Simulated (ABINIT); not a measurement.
**CsPbCl3 (Pm-3m): a self-consistent loop beyond G0W0, cycle by cycle**

Aim: iterate the self-energy on CsPbCl3 (Pm-3m) and follow the gap from cycle to cycle.

Program: ABINIT 10.8.3. Level of theory: PBE and many-body steps on it, plane waves. Results are calculated unless marked as measured.

### Step 1. Starting point

The structure is cubic, space group Pm-3m (No. 221). The conventional cell has a = 5.605 Å, b = 5.605 Å, c = 5.605 Å, α = 90.00°, β = 90.00°, γ = 90.00°. Cs has 12 Cl at 3.96 Å nearest. Pb has 6 Cl at 2.80 Å nearest. Nearest to Cl lie 2 Pb at 2.80 Å and 4 Cs at 3.96 Å. Farther neighbours and most contacts between anions are not listed.

The cell and positions come from the Crystallography Open Database and are kept as given unless a step says otherwise. Spin-orbit coupling is left out unless a step names it.

### Step 2. Empty states on the mesh, 2×2×2 mesh, 264 bands

This step: ABINIT 10.8.3; DFT, PBE, plane waves, norm-conserving pseudopotentials.

The sums over transitions need many empty states on a uniform mesh; this step solves for them.

Contents of run.abi:

```
acell 3*1.0 Angstrom
rprim 
  5.605000000000 0.000000000000 0.000000000000
  0.000000000000 5.605000000000 0.000000000000
  0.000000000000 0.000000000000 5.605000000000
ntypat 3
znucl 55 82 17
natom 5
typat 1 2 3 3 3
xred 
  0.000000000000 0.000000000000 0.000000000000
  0.500000000000 0.500000000000 0.500000000000
  0.500000000000 0.500000000000 0.000000000000
  0.000000000000 0.500000000000 0.500000000000
  0.500000000000 0.000000000000 0.500000000000
pp_dirpath "pseudos"
pseudos "Cs.upf, Pb.upf, Cl.upf"
ecut 32
ngkpt 2 2 2
nshiftk 1
shiftk 0 0 0
kptopt 1
chksymbreak 0
iscf -2
irdden 1
istwfk *1
nband 264
nbdbuf 24
tolwfr 1e-09
nstep 60
prtvol 0
indata_prefix "in"
outdata_prefix "out"
tmpdata_prefix "tmp"
```

Started as:

```bash
$ OMP_NUM_THREADS=1 mpirun -n 4 abinit run.abi > log
```

Numbers of over 12 decimals in the logs are rounded to 6 here.

Output:

```text
.Version 10.8.3 of ABINIT. v10.8.2 released Aug 2026.

 Symmetries : space group Pm -3 m (#221); Bravais cP (primitive cubic)
[... echo of the input left out ...]
== DATASET  1 ==================================================================
-   mpi_nproc: 4, omp_nthreads: 1 (-1 if OMP is not activated)

--- !DatasetInfo
iteration_state: {dtset: 1, }
dimensions: {natom: 5, nkpt: 4, mband: 264, nsppol: 1, nspinor: 1, nspden: 1, mpw: 10280, }
cutoff_energies: {ecut:  32.0, pawecutdg:  -1.0, }
[...]
2.33660    2.34082    2.34082    2.34082    2.34897    2.34897    2.34897    2.35024
   2.35024    2.36402    2.36402    2.36679    2.41336    2.41337    2.41338    2.45800
 prteigrs : prtvol=0 or 1, do not print more k-points.

== END DATASET(S) ==============================================================
================================================================================

 -outvars: echo values of variables after computation  --------
            nband         264
             nkpt           4
          spgroup         221
 [... the other variables as echoed above ...]

 Calculation completed.
```

Run time: 2.2 min. Hardware: 4 MPI ranks of Arm Neoverse V2, shared host; peak memory 0.47 GiB.

Numbers from this step:

```yaml
gap: 1.932 eV
k_of_the_valence_top: 0.5, 0.5, 0.5
k_of_the_conduction_bottom: 0.5, 0.5, 0.5
least_direct_gap: 1.932 eV
k_points_computed: 4
lowest_point_of_the_top_converged_band_above_the_valence_top: 58.9540 eV
```

On this mesh the gap is 1.932 eV.

The density comes from a self-consistent run that is not shown.

### Step 3. Screening, 2×2×2 mesh, 240 bands, screening to 130.6 eV

The RPA dielectric matrix is built and inverted for each q.

This step: RPA screening on PBE, plane waves, norm-conserving pseudopotentials.

Edit run.abi of step 2 so:

```diff
@@ -23,10 +23,11 @@
 chksymbreak 0
-iscf -2
-irdden 1
 istwfk *1
-nband 264
-nbdbuf 24
-tolwfr 1e-09
-nstep 60
-prtvol 0
+occopt 1
+irdwfk 1
+optdriver 3
+nband 240
+ecuteps 4.8
+inclvkb 2
+awtr 1
+symchi 1
 indata_prefix "in"
```

Output:

```text
.Version 10.8.3 of ABINIT. v10.8.2 released Aug 2026.

 Symmetries : space group Pm -3 m (#221); Bravais cP (primitive cubic)
[... echo of the input left out ...]
== DATASET  1 ==================================================================
-   mpi_nproc: 4, omp_nthreads: 1 (-1 if OMP is not activated)

--- !DatasetInfo
iteration_state: {dtset: 1, }
dimensions: {natom: 5, nkpt: 4, mband: 240, nsppol: 1, nspinor: 1, nspden: 1, mpw: 10280, }
cutoff_energies: {ecut:  32.0, pawecutdg:  -1.0, }
electrons: {nelect:   5.20000000E+01, charge:   0.00000000E+00, occopt:   1.00000000E+00, tsmear:   1.00000000E-02, }

 SCREENING: Calculation of the susceptibility and dielectric matrices

 Based on a program developped by R.W. Godby, V. Olevano, G. Onida, and L. Reining.
 Incorporated in ABINIT by V. Olevano, G.-M. Rignanese, and M. Torrent.
.Using double precision arithmetic ; gwpc =  8

[... cell and pseudopotentials left out ...]
--------------------------------------------------------------------------------

 ==== K-mesh for the wavefunctions ====
 Number of points in the irreducible wedge :     4
[... list of points left out ...]
 Together with 48 symmetry operations and time-reversal symmetry
 yields     8 points in the full Brillouin Zone.

 ==== Q-mesh for the screening function ====
 Number of points in the irreducible wedge :     4
[... list of points left out ...]
 Together with 48 symmetry operations and time-reversal symmetry
 yields     8 points in the full Brillouin Zone.

 setmesh: FFT mesh size selected  =    40x   40x   40
          total number of points  =        64000

 vcoul_init : cutoff-mode = AUXILIARY_FUNCTION
 q-points for optical limit:   1
     1)      0.000010    0.000020    0.000030

- screening: taking advantage of time-reversal symmetry
- Maximum band index for partially occupied states nbvw = 26
- Remaining bands to be divided among processors   nbcw = 214
- Number of bands treated by each node ~53

 Number of electrons calculated from density =   52.0000; Expected =   52.0000
 average of density, n =  0.043760
 r_s =    1.7604
 omega_plasma =   20.1788 [eV]

 calculating chi0 at frequencies [eV] :
  1    0.000000E+00    0.000000E+00
  2    0.000000E+00    2.017881E+01

--------------------------------------------------------------------------------
  q-point number  1        q = ( 0.000000, 0.000000, 0.000000) [r.l.u.]
--------------------------------------------------------------------------------
[... chi0 elements left out ...]
 For q-point:  0.000010 0.000020 0.000030
  dielectric constant =   7.2248
  dielectric constant without local fields =   8.2198

  Average fulfillment of the sum rule on Im[epsilon] for q-point    1 :     72.37  [%]
[... wings left out ...]
  q-point number  2        q = ( 0.500000, 0.000000, 0.000000) [r.l.u.]
--------------------------------------------------------------------------------
[... chi0 elements left out ...]
  Average fulfillment of the sum rule on Im[epsilon] for q-point    2 :     77.75  [%]

 [... 2 further q-points ...]
```

The job ended after 80 s (4 MPI ranks; peak memory 2.2 GiB; 5.3 min of CPU time).

This step gave:

```yaml
eps_infinity_with_local_fields_on_this_mesh_along_the_program_s_q_direction: 7.225
the_same_without_local_fields: 8.220
plasma_frequency: 20.18 eV
plane_waves_in_the_screening_matrix: 619
```

Local fields lower ε∞ by 12 %. On a Γ-centred mesh this coarse the value itself is usually too large, while a short band sum pulls it down.

### Step 4. G0W0

The self-energy is evaluated for the states that the input lists, and the levels follow from it, in one-shot runs by the linearised quasiparticle equation.

This step: G0W0 on PBE, plane waves, norm-conserving pseudopotentials.

Edit run.abi of step 3 so:

```diff
@@ -26,8 +26,17 @@
 irdwfk 1
-optdriver 3
+optdriver 4
 nband 240
+gwcalctyp 0
+ecutsigx 32
+symsigma 1
+nkptgw 2
+kptgw 
+  0.5000000000 0.5000000000 0.5000000000
+  0.0000000000 0.0000000000 0.0000000000
+bdgw 
+  23 29
+  24 29
 ecuteps 4.8
-inclvkb 2
-awtr 1
-symchi 1
+irdscr 1
+ppmodel 1
 indata_prefix "in"
```

Output:

```text
.Version 10.8.3 of ABINIT. v10.8.2 released Aug 2026.

 Symmetries : space group Pm -3 m (#221); Bravais cP (primitive cubic)
[... echo of the input left out ...]
== DATASET  1 ==================================================================
-   mpi_nproc: 4, omp_nthreads: 1 (-1 if OMP is not activated)

--- !DatasetInfo
iteration_state: {dtset: 1, }
dimensions: {natom: 5, nkpt: 4, mband: 240, nsppol: 1, nspinor: 1, nspden: 1, mpw: 10280, }
cutoff_energies: {ecut:  32.0, pawecutdg:  -1.0, }
electrons: {nelect:   5.20000000E+01, charge:   0.00000000E+00, occopt:   1.00000000E+00, tsmear:   1.00000000E-02, }

 SIGMA: Calculation of the GW corrections

 Based on a program developped by R.W. Godby, V. Olevano, G. Onida, and L. Reining.
 Incorporated in ABINIT by V. Olevano, G.-M. Rignanese, and M. Torrent.
.Using double precision arithmetic ; gwpc =  8

[... cell and pseudopotentials left out ...]
--------------------------------------------------------------------------------

 ==== K-mesh for the wavefunctions ====
 Number of points in the irreducible wedge :     4
[... list of points left out ...]
 Together with 48 symmetry operations and time-reversal symmetry
 yields     8 points in the full Brillouin Zone.

 ==== Q-mesh for screening function ====
 Number of points in the irreducible wedge :     4
[... list of points left out ...]
 Together with 48 symmetry operations and time-reversal symmetry
 yields     8 points in the full Brillouin Zone.

 vcoul_init : cutoff-mode = AUXILIARY_FUNCTION
 q-points for optical limit:   1
     1)      0.000010    0.000020    0.000030
 setmesh: FFT mesh size selected  =    54x   54x   54
          total number of points  =       157464

 Number of electrons calculated from density =   52.0000; Expected =   52.0000
 average of density, n =  0.043760
 r_s =    1.7604
 omega_plasma =   20.1788 [eV]

 === KS Band Gaps ===
  >>>> For spin  1
   Minimum direct gap =   1.9318 [eV], located at k-point      :   0.5000  0.5000  0.5000
   Fundamental gap    =   1.9318 [eV], Top of valence bands at :   0.5000  0.5000  0.5000
                                       Bottom of conduction at :   0.5000  0.5000  0.5000
 SIGMA fundamental parameters:
 PLASMON POLE MODEL  1
 number of plane-waves for SigmaX                10251
 number of plane-waves for SigmaC and W            619
 number of plane-waves for wavefunctions         10251
 number of bands                                   240
 number of independent spin polarizations            1
 number of spinorial components                      1
 number of k-points in IBZ                           4
 number of q-points in IBZ                           4
 number of symmetry operations                      48
 number of k-points in BZ                            8
 number of q-points in BZ                            8
 number of frequencies for dSigma/dE                 9
 frequency step for dSigma/dE [eV]                0.25
 number of omega for Sigma on real axis              0
 max omega for Sigma on real axis  [eV]           0.00
 zcut for avoiding poles [eV]                     0.10

 EPSILON^-1 parameters (SCR file):
 dimension of the eps^-1 matrix on file            619
 dimension of the eps^-1 matrix used               619
 number of plane-waves for wavefunctions         10251
 number of bands                                   240
 number of q-points in IBZ                           4
 number of frequencies                               2
 number of real frequencies                          1
 number of imag frequencies                          1

 matrix elements of self-energy operator (all in [eV])

 Perturbative Calculation

--- !SelfEnergy_ee
iteration_state: {dtset: 1, }
kpoint     : [   0.500,    0.500,    0.500, ]
spin       : 1
KS_gap     :    1.932
QP_gap     :    3.205
Delta_QP_KS:    1.274
data: !SigmaeeData |
     Band     E0 <VxcDFT>   SigX SigC(E0)      Z dSigC/dE  Sig(E)    E-E0       E
       23   0.573 -14.257 -18.504   2.914   0.772  -0.295 -15.286  -1.029  -0.456
       24   0.573 -14.257 -18.504   2.914   0.772  -0.295 -15.286  -1.029  -0.456
       25   0.573 -14.257 -18.504   2.914   0.772  -0.295 -15.286  -1.029  -0.456
       26   2.787 -15.725 -17.975   1.570   0.792  -0.262 -16.264  -0.539   2.248
       27   4.719 -10.379  -6.296  -3.188   0.821  -0.217  -9.644   0.735   5.454
       28   4.719 -10.379  -6.296  -3.188   0.821  -0.217  -9.644   0.735   5.454
[...]
--- !SelfEnergy_ee
iteration_state: {dtset: 1, }
kpoint     : [   0.000,    0.000,    0.000, ]
spin       : 1
KS_gap     :    5.879
QP_gap     :    7.174
Delta_QP_KS:    1.295
data: !SigmaeeData |
     Band     E0 <VxcDFT>   SigX SigC(E0)      Z dSigC/dE  Sig(E)    E-E0       E
[...]
27   6.131  -6.348  -2.686  -3.345   0.843  -0.187  -6.080   0.267   6.398
       28   7.070  -6.633  -2.878  -3.242   0.843  -0.186  -6.200   0.433   7.503
       29   7.070  -6.633  -2.878  -3.242   0.843  -0.186  -6.200   0.433   7.503

== END DATASET(S) ==============================================================
================================================================================

 -outvars: echo values of variables after computation  --------
           etotal      0.0000000000E+00
            nband         240
             nkpt           4
          spgroup         221
 [... the other variables as echoed above ...]

 Calculation completed.
```

The job ended after 50 s (4 MPI ranks; peak memory 2.1 GiB).

Numbers from this step:

```yaml
g0w0_gap_on_the_points_computed: 3.206 eV
starting_gap_on_the_mesh: 1.932 eV
k_of_the_valence_top: 0.5, 0.5, 0.5
k_of_the_conduction_bottom: 0.5, 0.5, 0.5
z_at_the_valence_top: 0.792
z_at_the_conduction_bottom: 0.821
least_direct_g0w0_gap_on_the_computed_points: 3.206 eV
```

The gap on the mesh goes from 1.93 eV to 3.21 eV, a correction of +1.27 eV.

### Step 5. evGW0, cycle 1

This step: evGW0 on PBE, plane waves, norm-conserving pseudopotentials.

Edit run.abi of step 4 so:

```diff
@@ -28,12 +28,16 @@
 nband 240
-gwcalctyp 0
+gwcalctyp 10
 ecutsigx 32
 symsigma 1
-nkptgw 2
+nkptgw 4
 kptgw 
+  0.0000000000 0.0000000000 0.0000000000
+  0.5000000000 0.0000000000 0.0000000000
+  0.5000000000 0.5000000000 0.0000000000
   0.5000000000 0.5000000000 0.5000000000
-  0.0000000000 0.0000000000 0.0000000000
 bdgw 
-  23 29
-  24 29
+  14 63
+  14 63
+  14 63
+  14 63
 ecuteps 4.8
```

Output:

```text
.Version 10.8.3 of ABINIT. v10.8.2 released Aug 2026.

 Symmetries : space group Pm -3 m (#221); Bravais cP (primitive cubic)
[... echo of the input left out ...]
== DATASET  1 ==================================================================
-   mpi_nproc: 4, omp_nthreads: 1 (-1 if OMP is not activated)

--- !DatasetInfo
iteration_state: {dtset: 1, }
dimensions: {natom: 5, nkpt: 4, mband: 240, nsppol: 1, nspinor: 1, nspden: 1, mpw: 10280, }
cutoff_energies: {ecut:  32.0, pawecutdg:  -1.0, }
electrons: {nelect:   5.20000000E+01, charge:   0.00000000E+00, occopt:   1.00000000E+00, tsmear:   1.00000000E-02, }

 SIGMA: Calculation of the GW corrections

 Based on a program developped by R.W. Godby, V. Olevano, G. Onida, and L. Reining.
 Incorporated in ABINIT by V. Olevano, G.-M. Rignanese, and M. Torrent.
.Using double precision arithmetic ; gwpc =  8

[... cell and pseudopotentials left out ...]
--------------------------------------------------------------------------------

 ==== K-mesh for the wavefunctions ====
 Number of points in the irreducible wedge :     4
[... list of points left out ...]
 Together with 48 symmetry operations and time-reversal symmetry
 yields     8 points in the full Brillouin Zone.

 ==== Q-mesh for screening function ====
 Number of points in the irreducible wedge :     4
[... list of points left out ...]
 Together with 48 symmetry operations and time-reversal symmetry
 yields     8 points in the full Brillouin Zone.

 vcoul_init : cutoff-mode = AUXILIARY_FUNCTION
 q-points for optical limit:   1
     1)      0.000010    0.000020    0.000030
 setmesh: FFT mesh size selected  =    54x   54x   54
          total number of points  =       157464

 Number of electrons calculated from density =   52.0000; Expected =   52.0000
[...]
--- !SelfEnergy_ee
iteration_state: {dtset: 1, }
kpoint     : [   0.500,    0.500,    0.000, ]
spin       : 1
KS_gap     :    3.337
QP_gap     :    4.798
Delta_QP_KS:    1.461
data: !SigmaeeData |
     Band     E_DFT   <VxcDFT>   E(N-1)  <Hhartree>   SigX  SigC[E(N-1)]    Z     dSigC/dE  Sig[E(N)]  DeltaE  E(N)_pert E(N)_diago
[...]
--- !SelfEnergy_ee
iteration_state: {dtset: 1, }
kpoint     : [   0.500,    0.500,    0.500, ]
spin       : 1
KS_gap     :    1.932
QP_gap     :    3.205
Delta_QP_KS:    1.274
data: !SigmaeeData |
     Band     E_DFT   <VxcDFT>   E(N-1)  <Hhartree>   SigX  SigC[E(N-1)]    Z     dSigC/dE  Sig[E(N)]  DeltaE  E(N)_pert E(N)_diago
[...]
62    17.570   -10.354    17.570    27.924    -3.238    -5.143     0.767    -0.304    -8.841     1.513    19.083    19.543
       63    17.657    -9.366    17.657    27.023    -3.379    -4.541     0.774    -0.292    -8.247     1.119    18.776    19.543

 New Fermi energy :        1.418688E-01 Ha ,    3.860447E+00 eV

 === QP Band Gaps ===
  >>>> For spin  1
   Minimum direct gap =   3.5065 [eV], located at k-point      :   0.5000  0.5000  0.5000
   Fundamental gap    =   3.5065 [eV], Top of valence bands at :   0.5000  0.5000  0.5000
                                       Bottom of conduction at :   0.5000  0.5000  0.5000

 writing QP data on file : out_QPS

 Convergence of QP corrections
 >>>>> For spin  1 <<<<<
.  kptgw no:  1; Maximum DeltaE = (   1.503  -0.001) for band index: 49
.  kptgw no:  2; Maximum DeltaE = (   0.656   0.000) for band index: 40
.  kptgw no:  3; Maximum DeltaE = (   1.829   0.002) for band index: 47
.  kptgw no:  4; Maximum DeltaE = (   0.412   0.000) for band index: 37

== END DATASET(S) ==============================================================
================================================================================

 -outvars: echo values of variables after computation  --------
           etotal      0.0000000000E+00
            nband         240
             nkpt           4
          spgroup         221
 [... the other variables as echoed above ...]

 Calculation completed.
```

It took 15 min on 4 MPI ranks; peak memory 3.8 GiB; 60 min of CPU time.

This step gave:

* quasiparticle gap on the mesh: 3.507 eV
* gap of the density functional on the mesh: 1.932 eV
* k of the valence top: 0.5, 0.5, 0.5
* k of the conduction bottom: 0.5, 0.5, 0.5
* Z at the valence top: 0.792
* Z at the conduction bottom: 0.821
* least direct quasiparticle gap on the computed points: 3.507 eV

Against G0W0 in ABINIT (2×2×2 mesh, 240 bands, screening to 130.6 eV, Godby-Needs plasmon pole), the gap moves by +0.301 eV. This first cycle still uses the starting levels; it takes the full correction, at all points of the mesh, and its linearised value is 3.206 eV.

### Step 6. evGW0, cycle 2

The corrected levels of the last cycle go back in.

Edit run.abi of step 5 so:

```diff
@@ -45,2 +45,3 @@
 ppmodel 1
+irdqps 1
 indata_prefix "in"
```

Output:

```text
.Version 10.8.3 of ABINIT. v10.8.2 released Aug 2026.

 Symmetries : space group Pm -3 m (#221); Bravais cP (primitive cubic)
[... echo of the input left out ...]
== DATASET  1 ==================================================================
-   mpi_nproc: 4, omp_nthreads: 1 (-1 if OMP is not activated)

--- !DatasetInfo
iteration_state: {dtset: 1, }
dimensions: {natom: 5, nkpt: 4, mband: 240, nsppol: 1, nspinor: 1, nspden: 1, mpw: 10280, }
cutoff_energies: {ecut:  32.0, pawecutdg:  -1.0, }
[...]
.  kptgw no:  2; Maximum DeltaE = (  -0.140   0.003) for band index: 50
.  kptgw no:  3; Maximum DeltaE = (  -0.105  -0.001) for band index: 46
.  kptgw no:  4; Maximum DeltaE = (  -0.026   0.011) for band index: 44

== END DATASET(S) ==============================================================
================================================================================

 -outvars: echo values of variables after computation  --------
           etotal      0.0000000000E+00
            nband         240
             nkpt           4
          spgroup         221
 [... the other variables as echoed above ...]

 Calculation completed.
```

Elapsed: 15 min, on 4 MPI ranks; peak memory 3.8 GiB; 61 min of CPU time.

This step gave:

```yaml
quasiparticle_gap_on_the_mesh: 3.387 eV
gap_of_the_density_functional_on_the_mesh: 1.932 eV
k_of_the_valence_top: 0.5, 0.5, 0.5
k_of_the_conduction_bottom: 0.5, 0.5, 0.5
least_direct_quasiparticle_gap_on_the_computed_points: 3.387 eV
```

Against the cycle before, the gap moves by −0.120 eV.

(Part 1 of 3 ends here.)

[Paths, hosts, dates, memory and timing lines, banners, echoed tables and standing remarks are left out of the program output.]

[Logs are printed without paths, hosts, clocks, repeated set-up lines and the standing remarks that a program may print on its own settings, such as how far it seeks lower states.]

[Runs of the session that timed out or met a known fault of the program may be left out.]

[Hosts, paths, dates, database ids (printed as entryN), source tags and the programs' standing remarks are cut or masked in the printed files.]

[G0W0 gaps are taken among the corrected bands and points alone; a level outside them can change the order at an edge.]

[Where Ansatz stands beside ABINIT at settings called matched, ABINIT's density can come from a denser mesh and the files from another edition; pairs whose starting gaps differed by over 0.03 eV were left out, so agreement reads better than it is.]
